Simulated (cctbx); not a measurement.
## Interatomic vectors of GdTl2Sn2

Space group I4/mmm (no. 139), a = 4.7820 Å, b = 4.7820 Å, c = 12.0010 Å, α = 90.00°, β = 90.00°, γ = 90.00°, content Tl4 Gd2 Sn4.

Simulated single-crystal data (cctbx): synchrotron X-rays, λ = 0.4959 Å, to d = 0.84 Å, 95 % of the full sphere, strongest reflection 40000 counts, noise from counting, a 3 % proportional error and a noise floor of 4 counts (s.d.); no absorption.

Patterson synthesis, origin scaled to 1000:

```text
Patterson group I 4/m m m
      u       v       w   height  length (A)
  0.000   0.000   0.000   1000.0     0.00
  0.000   0.000   0.500    625.9     6.00
  0.000   0.500   0.250    490.1     3.84
  0.000   0.500   0.127    340.7     2.83
  0.000   0.000   0.377    273.7     4.52
  0.000   0.000   0.250     95.1     3.00
  0.100   0.100   0.085     29.8     1.22
  0.183   0.183   0.000     24.8     1.24
  0.119   0.410   0.038     16.3     2.09
  0.000   0.245   0.027     16.2     1.22
  0.077   0.244   0.000     16.1     1.22
  0.185   0.185   0.500     15.9     6.13
  0.117   0.117   0.425     15.8     5.16
  0.000   0.000   0.116     14.9     1.39
```

**Question.** Which atom pairs make the peaks, and where is the heaviest atom?

A peak at u stands for all pairs with xi − xj = u, with weight Σ ZiZj against Σ Z² = 44436 at the origin. Peak heights follow these weights only roughly, since form factors, motion and series ripples differ, all vectors within 0.55 Å of a peak are counted as merged into it though the farther ones add only part of their weight, and F(000) is left out, which lowers the whole map:

| u | v | w | shortest length (Å) | height | 1000 ΣZiZj/ΣZ² | pairs in the cell |
| --- | --- | --- | --- | --- | --- | --- |
| 0.000 | 0.000 | 0.500 | 3.38 | 626 | 591 | 4 × Tl–Tl |
| 0.000 | 0.500 | 0.250 | 3.84 | 490 | 467 | 4 × Tl–Gd |
| 0.000 | 0.500 | 0.127 | 2.84 | 341 | 365 | 4 × Tl–Sn |
| 0.000 | 0.000 | 0.377 | 3.69 | 274 | 288 | 4 × Gd–Sn |
| 0.000 | 0.000 | 0.250 | 3.00 | 95 | 113 | 2 × Sn–Sn |

The table stops at ten peaks or at a height of 45, below which ripples compete. In the model behind the data Tl, the heaviest element, has 1 independent site: (1/2, 0, 1/4), up to an allowed shift of origin; the Tl–Tl vectors are differences of these positions and their symmetry mates. The whole model:

```
atom  mult.    x    y       z  Ueq (Å²)
 Tl1      4  1/2    0     1/4    0.0025
 Gd1      2    0    0       0    0.0022
 Sn1      4  1/2  1/2  0.1241    0.0027
```

The model is made up (kin elements in a known structure type, no relaxation), so it says nothing on whether the phase exists.

[Logs are printed without paths, hosts, clocks, repeated set-up lines and the standing remarks that a program may print on its own settings, such as how far it seeks lower states.]
